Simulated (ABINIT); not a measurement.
## H2Pb (P-3m1): from the cell to the phonon bands

How does H2Pb (P-3m1) vibrate, and is this structure a minimum?

Main program and level: ABINIT 10.8.3; DFT LDA, scalar-relativistic, plane waves, HGH norm-conserving pseudopotentials.

Report form: the programs' logs are mostly left out.

The structure was built from a prototype and need not be the compound's stable phase.

### Step 1. Set-up

The structure is trigonal, space group P-3m1 (No. 164). Conventional cell: a = 3.663 Å, b = 3.663 Å, c = 5.860 Å, α = 90.00°, β = 90.00°, γ = 120.00°. Nearest to Pb lie 6 H at 2.57 Å. Nearest to H lie 3 Pb at 2.57 Å. Farther neighbours are not listed.

### Step 2. A probe with smearing

A first run with smearing and empty bands tells whether the crystal has a gap, which decides between fixed occupations and smearing later on.

Contents of probe.abi:

```
# ground state
tolvrs 1.0d-08
prtden 1
prtwf 1

# basis, mesh and filling
ecut 35.0
ixc 7
ngkpt 6 6 4
nshiftk 1
shiftk 0.0 0.0 0.0
istwfk *1
occopt 7
tsmear 0.005
nband 8
nstep 100
diemac 9.0
prtebands 0
prtgsr 0
useylm 1

# cell and atoms
acell 6.921645973 6.921645973 11.07463356
rprim 
    1.0 0.0 0.0
    -0.5000000007 0.8660254034 0.0
    0.0 0.0 1.0
ntypat 2
znucl 82 1
natom 3
typat 1 2 2
xred 
    0.0 0.0 0.0
    1/3 2/3 0.25
    2/3 1/3 0.75
pp_dirpath "./pseudo"
pseudos "Pb.hgh, H.hgh"
```

Command:

```sh
$ OMP_NUM_THREADS=1 mpirun -n 4 abinit probe.abi > probe.log
```

The job ended after 6 s (4 MPI ranks of Arm Neoverse V1, shared host).

Read from the output:

```yaml
volume_per_atom: 22.70 Å³
pressure: -5.363 GPa
gap_on_the_k_mesh: 0 eV
```

No gap opens on this mesh, so smearing is kept; the printed pressure holds the stress of the finite basis too.

### Step 3. Rough relaxation

The typed start is rough, so a first relaxation with smearing and loose thresholds takes it towards rest cheaply.

Contents of prerelax.abi:

```
# relaxation
ionmov 2
optcell 2
dilatmx 1.15
chkdilatmx 0
ntime 40
tolmxf 3.0d-04
tolvrs 1.0d-10
prtwf 0
prtden 0
chksymtnons 0

# basis, mesh and filling
ecut 35.0
ecutsm 3.0
ixc 7
ngkpt 6 6 4
nshiftk 1
shiftk 0.0 0.0 0.0
istwfk *1
occopt 7
tsmear 0.005
nband 8
nstep 100
diemac 1000000.0
prtebands 0
prtgsr 0
useylm 1

# cell and atoms
acell 6.921645973 6.921645973 11.07463356
rprim 
    1.0 0.0 0.0
    -0.5000000007 0.8660254034 0.0
    0.0 0.0 1.0
ntypat 2
znucl 82 1
natom 3
typat 1 2 2
xred 
    0.0 0.0 0.0
    1/3 2/3 0.25
    2/3 1/3 0.75
pp_dirpath "./pseudo"
pseudos "Pb.hgh, H.hgh"
```

Command:

```sh
$ OMP_NUM_THREADS=1 mpirun -n 4 abinit prerelax.abi > prerelax.log
```

Run time: 2.5 min. Hardware: 4 MPI ranks.

Relaxation path:

```csv
step,energy less that of the first step (eV),largest force (eV/Å),volume (Å³)
1,0.0000,0.8993,68.09
2,-0.0521,0.8694,67.03
3,-0.6037,0.1046,46.66
4,-0.6312,0.3157,49.78
5,-0.6622,0.2641,49.26
6,-0.8629,0.2847,44.71
7,-0.8987,0.3043,44.23
8,0.8099,0.2657,45.71
9,-1.0022,0.3784,40.64
10,-1.0165,0.3223,38.99
11,-1.0159,0.3414,39.76
12,-1.0158,0.3402,40.26
13,-1.0129,0.2775,41.96
14,-1.0161,0.2183,42.42
15,-1.0411,0.0974,41.95
16,-1.0863,0.0140,38.95
17,-1.0883,0.0153,38.27
18,-1.0885,0.0033,38.24
19,-1.0885,0.0006,38.16
```

```csv
cell as run,before,after,change
a (Å),3.663,3.664,+0.0 %
b (Å),3.663,3.664,+0.0 %
c (Å),5.860,3.282,-44.0 %
volume (Å³/atom),22.70,12.72,-44.0 %
```

The atoms that moved most (Å, as changes of fractional coordinates times the final cell):

```csv
atom,dx,dy,dz,length
H2,0.000,0.000,-0.046,0.046
H3,0.000,0.000,0.046,0.046
```

The relaxed structure:

```
Pb H
1.0
     3.66429    0.00000    0.00000
    -1.83214    3.17336    0.00000
     0.00000    0.00000    3.28170
Pb H
1 2
Direct
  0.00000 0.00000 0.00000
  0.33333 0.66667 0.23596
  0.66667 0.33333 0.76404
```

Read from the output:

```yaml
volume_per_atom: 12.72 Å³
pressure: 0.02786 GPa
```

The volume changes by -44.0 % in this run and stands -44.0 % from the first cell.

### Step 4. Rough relaxation

The cell changed much, so the rough relaxation is repeated on a basis made for the new cell.

prerelax.abi, as its differences from that of step 3:

```diff
@@ -16,3 +16,3 @@
 ixc 7
-ngkpt 6 6 4
+ngkpt 6 6 6
 nshiftk 1
@@ -30,6 +30,6 @@
 # cell and atoms
-acell 6.921645973 6.921645973 11.07463356
+acell 6.924495236 6.924495236 6.201508769
 rprim 
     1.0 0.0 0.0
-    -0.5000000007 0.8660254034 0.0
+    -0.5000000004 0.8660254036 0.0
     0.0 0.0 1.0
@@ -41,4 +41,4 @@
     0.0 0.0 0.0
-    1/3 2/3 0.25
-    2/3 1/3 0.75
+    1/3 2/3 0.2359560161
+    2/3 1/3 0.7640439839
 pp_dirpath "./pseudo"
```

The job ended after 42 s (4 MPI ranks; 2.8 min of CPU time).

Relaxation path:

```csv
step,energy less that of the first step (eV),largest force (eV/Å),volume (Å³)
1,0.0000,0.0542,38.16
2,-0.0019,0.0569,38.13
3,-0.0279,0.0737,37.47
4,-0.0294,0.0615,37.72
5,-0.0307,0.0534,37.84
6,-0.0329,0.0158,38.42
7,-0.0329,0.0126,38.47
```

```csv
"conventional cell, symmetrised",before,after,change
a (Å),3.664,3.552,-3.1 %
b (Å),3.664,3.552,-3.1 %
c (Å),3.282,3.521,+7.3 %
volume (Å³/atom),12.72,12.82,+0.8 %
```

The atoms that moved most (Å, as changes of fractional coordinates times the final cell):

```csv
atom,dx,dy,dz,length
H2,0.000,0.000,0.026,0.026
H3,0.000,0.000,-0.026,0.026
```

The relaxed structure:

```
Pb H
1.0
     3.55213    0.00000    0.00000
    -1.77607    3.07624    0.00000
     0.00000    0.00000    3.52059
Pb H
1 2
Direct
  0.00000 0.00000 0.00000
  0.33333 0.66667 0.24327
  0.66667 0.33333 0.75673
```

Numbers from this step:

| Quantity | Value |
| --- | --- |
| volume per atom | 12.82 Å³ |
| pressure | -0.009389 GPa |

The volume changes by +0.8 % in this run and stands -43.5 % from the first cell.

### Step 5. Relaxation

The harmonic expansion needs vanishing forces, and a free crystal bears no stress, so cell and atoms are brought to rest. Stress is more sensitive to the basis than forces are: the last 3 Ha under the cutoff are smoothed with ecutsm, and the cutoff is raised above that of the later runs.

Contents of relax.abi:

```
# relaxation
ionmov 2
optcell 2
dilatmx 1.08
ntime 40
tolmxf 1.0d-05
tolvrs 1.0d-14
prtwf 0
prtden 0
chksymtnons 0

# basis, mesh and filling
ecut 43.0
ecutsm 3.0
ixc 7
ngkpt 9 9 8
nshiftk 1
shiftk 0.0 0.0 0.0
istwfk *1
occopt 7
tsmear 0.01
nband 8
nstep 100
diemac 1000000.0
prtebands 0
prtgsr 0
useylm 1

# cell and atoms
acell 6.712561555 6.712561555 6.652956425
rprim 
    1.0 0.0 0.0
    -0.5000000002 0.8660254037 0.0
    0.0 0.0 1.0
ntypat 2
znucl 82 1
natom 3
typat 1 2 2
xred 
    0.0 0.0 0.0
    1/3 2/3 0.2432727651
    2/3 1/3 0.7567272349
pp_dirpath "./pseudo"
pseudos "Pb.hgh, H.hgh"
```

Command:

```sh
$ OMP_NUM_THREADS=1 mpirun -n 4 abinit relax.abi > relax.log
```

Wall time 3.8 min (4 MPI ranks); 15 min of CPU time.

Step by step:

```csv
step,energy less that of the first step (eV),largest force (eV/Å),volume (Å³)
1,0.0000,0.0049,38.47
2,-0.0025,0.0108,38.57
3,-0.0125,0.0474,39.22
4,-0.0136,0.0469,39.19
5,-0.0186,0.0296,38.59
6,-0.0198,0.0149,38.19
7,-0.0201,0.0046,37.98
8,-0.0201,0.0041,37.98
9,-0.0201,0.0040,37.98
10,-0.0201,0.0027,37.98
11,-0.0201,0.0013,37.99
12,-0.0201,0.0000,38.00
13,-0.0201,0.0001,38.00
```

```csv
"conventional cell, symmetrised",before,after,change
a (Å),3.552,3.622,+2.0 %
b (Å),3.552,3.622,+2.0 %
c (Å),3.521,3.344,-5.0 %
volume (Å³/atom),12.82,12.67,-1.2 %
```

The atoms that moved most (Å, as changes of fractional coordinates times the final cell):

```csv
atom,dx,dy,dz,length
H2,0.000,0.000,-0.010,0.010
H3,0.000,0.000,0.010,0.010
```

Final coordinates:

```
Pb H
1.0
     3.62237    0.00000    0.00000
    -1.81118    3.13706    0.00000
     0.00000    0.00000    3.34387
Pb H
1 2
Direct
  0.00000 0.00000 0.00000
  0.33333 0.66667 0.24015
  0.66667 0.33333 0.75985
```

This step gave:

```yaml
volume_per_atom: 12.67 Å³
pressure: 0.001222 GPa
```

The volume changes by -1.2 % in this run and stands -44.2 % from the first cell.

### Step 6. Self-consistent run for the response

The response is built on these wavefunctions, so the potential is converged far more tightly than an energy would need. Smearing stays on, as the first look found no gap above 0.3 eV.

Contents of gs.abi:

```
# ground state
tolvrs 1.0d-16
prtden 1
prtwf 1

# basis, mesh and filling
ecut 35.0
ixc 7
ngkpt 9 9 8
nshiftk 1
shiftk 0.0 0.0 0.0
istwfk *1
occopt 7
tsmear 0.01
nband 8
nstep 100
diemac 1000000.0
prtebands 0
prtgsr 0
useylm 1

# cell and atoms
acell 6.845284368 6.845284368 6.318996801
rprim 
    1.0 0.0 0.0
    -0.5000000001 0.8660254037 0.0
    0.0 0.0 1.0
ntypat 2
znucl 82 1
natom 3
typat 1 2 2
xred 
    0.0 0.0 0.0
    1/3 2/3 0.2401526274
    2/3 1/3 0.7598473726
pp_dirpath "./pseudo"
pseudos "Pb.hgh, H.hgh"
```

Command:

```sh
$ OMP_NUM_THREADS=1 mpirun -n 4 abinit gs.abi > gs.log
```

The job ended after 14 s (4 MPI ranks; 54 s of CPU time).

This step gave:

| Quantity | Value |
| --- | --- |
| pressure | -0.4781 GPa |

The cell stands at -0.48 GPa: the relaxation ran with a smoothed and higher cutoff, and the difference is a stress of the finite basis.

### Step 7. Zone-centre response

At q = 0 one unit cell holds all displacements. The response is solved for single atoms along the cell's directions, and symmetry skips those that follow from others. The crystal is treated as a metal, which screens a static field, so no field response is asked.

Contents of dfpt_gamma.abi:

```

# common to the responses
getwfk_filepath "gso_WFK"
kptopt 2
nqpt 1
qpt 0.0 0.0 0.0
asr 0
chneut 0

# displacements
rfphon 1
rfatpol 1 3
rfdir 1 1 1
tolvrs 1.0d-10
prtwf 0

# basis, mesh and filling
ecut 35.0
ixc 7
ngkpt 9 9 8
nshiftk 1
shiftk 0.0 0.0 0.0
istwfk *1
occopt 7
tsmear 0.01
nband 8
nstep 100
diemac 1000000.0
prtebands 0
prtgsr 0
useylm 1

# cell and atoms
acell 6.845284368 6.845284368 6.318996801
rprim 
    1.0 0.0 0.0
    -0.5000000001 0.8660254037 0.0
    0.0 0.0 1.0
ntypat 2
znucl 82 1
natom 3
typat 1 2 2
xred 
    0.0 0.0 0.0
    1/3 2/3 0.2401526274
    2/3 1/3 0.7598473726
pp_dirpath "./pseudo"
pseudos "Pb.hgh, H.hgh"
```

Command:

```sh
$ OMP_NUM_THREADS=1 mpirun -n 4 abinit dfpt_gamma.abi > dfpt_gamma.log
```

Elapsed: 77 s, on 4 MPI ranks.

This step gave:

```
largest acoustic frequency at the zone centre before the sum rule : 0.33 cm⁻¹
highest optical zone-centre mode (no LO-TO term)                  : 815.0 cm⁻¹
lowest optical zone-centre mode                                   : -228.3 cm⁻¹
```

The acoustic modes at Γ come out as far as 0.3 cm⁻¹ from zero, where they should vanish, a small numerical error. The lowest optical mode is imaginary, 228i cm⁻¹, an instability at this level and on this k mesh.

### Step 8. Modes with the sum rule

anaddb reads the merged derivatives and imposes the acoustic sum rule.

Contents of anaddb.abi:

```
ddb_filepath "gamma_DDB"
output_file "anaddb.abo"
outdata_prefix "anaddb"
asr 1
chneut 1
enunit 2
eivec 1
nph1l 1
qph1l 0.0 0.0 0.0 1.0
```

Contents of mrgddb.in:

```
gamma_DDB
merged
2
dfpt_gammao_DDB
gso_DDB
```

Command:

```sh
$ mrgddb < mrgddb.in > mrgddb.log
$ OMP_NUM_THREADS=1 anaddb anaddb.abi > anaddb.log
```

Elapsed: 0.52 s, on 1 thread.

Read from the output:

```
lowest optical zone-centre mode : -228.2 cm⁻¹
```

No LO-TO term; unit eigenvectors of the mass-weighted matrix, from anaddb's displacements. Modes at Γ, with each element's share of the kinetic energy (negative means imaginary):

```csv
mode,frequency (cm⁻¹),Pb %,H %
1,-228.2,1,99
2,-228.2,1,99
3,0.0,99,1
4,0.0,99,1
5,0.0,99,1
6,441.3,1,99
7,797.8,0,100
8,815.0,0,100
9,815.0,0,100
```

Displacements in mode 1 (-228.2 cm⁻¹), the largest set to 1:
```
Pb1  0.00  0.01  0.00
H2  -0.45 -1.00  0.00
H3  -0.45 -1.00  0.00
```

Displacements in mode 7 (797.8 cm⁻¹), the largest set to 1:
```
Pb1  0.00  0.00  0.00
H2   0.00  0.00  1.00
H3   0.00  0.00 -1.00
```

The rule moves no optical mode by more than 0.1 cm⁻¹.

### Step 9. Sum rules set otherwise (asr 0)

Without the rule the raw error of the acoustic modes shows.

anaddb.abi, as its differences from that of step 8:

```diff
@@ -3,4 +3,4 @@
 outdata_prefix "anaddb"
-asr 1
-chneut 1
+asr 0
+chneut 0
 enunit 2
```

mrgddb.in is that of step 8.

Wall time 0.51 s (1 thread).

This step gave:

| Quantity | Value |
| --- | --- |
| lowest optical zone-centre mode | -228.3 cm⁻¹ |

Zone-centre frequencies as printed; negative means imaginary. Modes:

```csv
mode,frequency (cm⁻¹)
1,-228.3
2,-228.3
3,-0.29
4,-0.29
5,0.33
6,441.3
7,797.8
8,815
9,815
```

### Step 10. Phonons on a q mesh

Linear response treats each wavevector in the unit cell, with no supercell; the 3×3×4 mesh fixes the range of the force constants to be had.

Contents of dfpt_q.abi:

```
ndtset 9

# wavevectors
qpt1 0.3333333333 0.0 0.0
qpt2 0.3333333333 0.3333333333 0.0
qpt3 0.0 0.0 0.25
qpt4 0.3333333333 0.0 0.25
qpt5 -0.3333333333 0.0 0.25
qpt6 0.3333333333 0.3333333333 0.25
qpt7 0.0 0.0 0.5
qpt8 0.3333333333 0.0 0.5
qpt9 0.3333333333 0.3333333333 0.5

# displacements
getwfk_filepath "gso_WFK"
getwfq_filepath "gso_WFK"
kptopt 3
nqpt 1
rfphon 1
rfatpol 1 3
rfdir 1 1 1
tolvrs 1.0d-10
prtwf 0

# basis, mesh and filling
ecut 35.0
ixc 7
ngkpt 9 9 8
nshiftk 1
shiftk 0.0 0.0 0.0
istwfk *1
occopt 7
tsmear 0.01
nband 8
nstep 100
diemac 1000000.0
prtebands 0
prtgsr 0
useylm 1

# cell and atoms
acell 6.845284368 6.845284368 6.318996801
rprim 
    1.0 0.0 0.0
    -0.5000000001 0.8660254037 0.0
    0.0 0.0 1.0
ntypat 2
znucl 82 1
natom 3
typat 1 2 2
xred 
    0.0 0.0 0.0
    1/3 2/3 0.2401526274
    2/3 1/3 0.7598473726
pp_dirpath "./pseudo"
pseudos "Pb.hgh, H.hgh"
```

Command:

```sh
$ OMP_NUM_THREADS=1 mpirun -n 4 abinit dfpt_q.abi > dfpt_q.log
```

Run time: 53 min. Hardware: 4 MPI ranks.

Numbers from this step:

```yaml
lowest_mode_on_the_q_mesh_acoustic_ones_at_the_zone_centre_apart: -554.5 cm⁻¹
```

Frequencies (cm⁻¹) before the sum rule at the irreducible wavevectors but Γ, which is solved apart; negative means imaginary. Frequencies by wavevector:

```csv
q (fractions),star,mode 1,mode 2,mode 3,mode 4,mode 5,mode 6,mode 7,mode 8,mode 9
0.3333 0 0,6,-29.13,-21.71,86.66,336.1,340.7,565.5,582.1,753,776.3
0.3333 0.3333 0,2,-554.5,22.66,87.08,87.08,485.5,485.5,652.4,652.4,670.9
0 0 0.25,2,-133.5,-133.5,46.44,46.44,47.22,548.1,771,776.2,776.2
0.3333 0 0.25,6,-35.6,-28.66,89.39,293.7,406.7,506.1,670.8,732.7,741.4
-0.3333 0 0.25,6,-37.89,-7.09,84.86,299.9,320.7,456.3,667.8,757.8,761.4
0.3333 0.3333 0.25,4,-359.6,77.03,81.76,81.76,429.3,429.3,621.9,668.4,668.4
0 0 0.5,1,-52.13,-52.13,70.78,177.8,177.8,666.6,714.4,714.4,736.4
0.3333 0 0.5,6,-43.78,21.84,89.04,328.9,333.2,475,695,728.6,753.3
0.3333 0.3333 0.5,2,-146.3,77.41,77.41,209.5,386.2,386.2,585.4,686.2,686.2
```

(Continued in part 2 of 2.)

[Host names and launcher messages were left out of these logs when they were recorded.]

[Logs are printed without paths, hosts, clocks, repeated set-up lines and the standing remarks that a program may print on its own settings, such as how far it seeks lower states.]

[Hosts, paths, dates, database ids (printed as entryN), source tags and the programs' standing remarks are cut or masked in the printed files.]
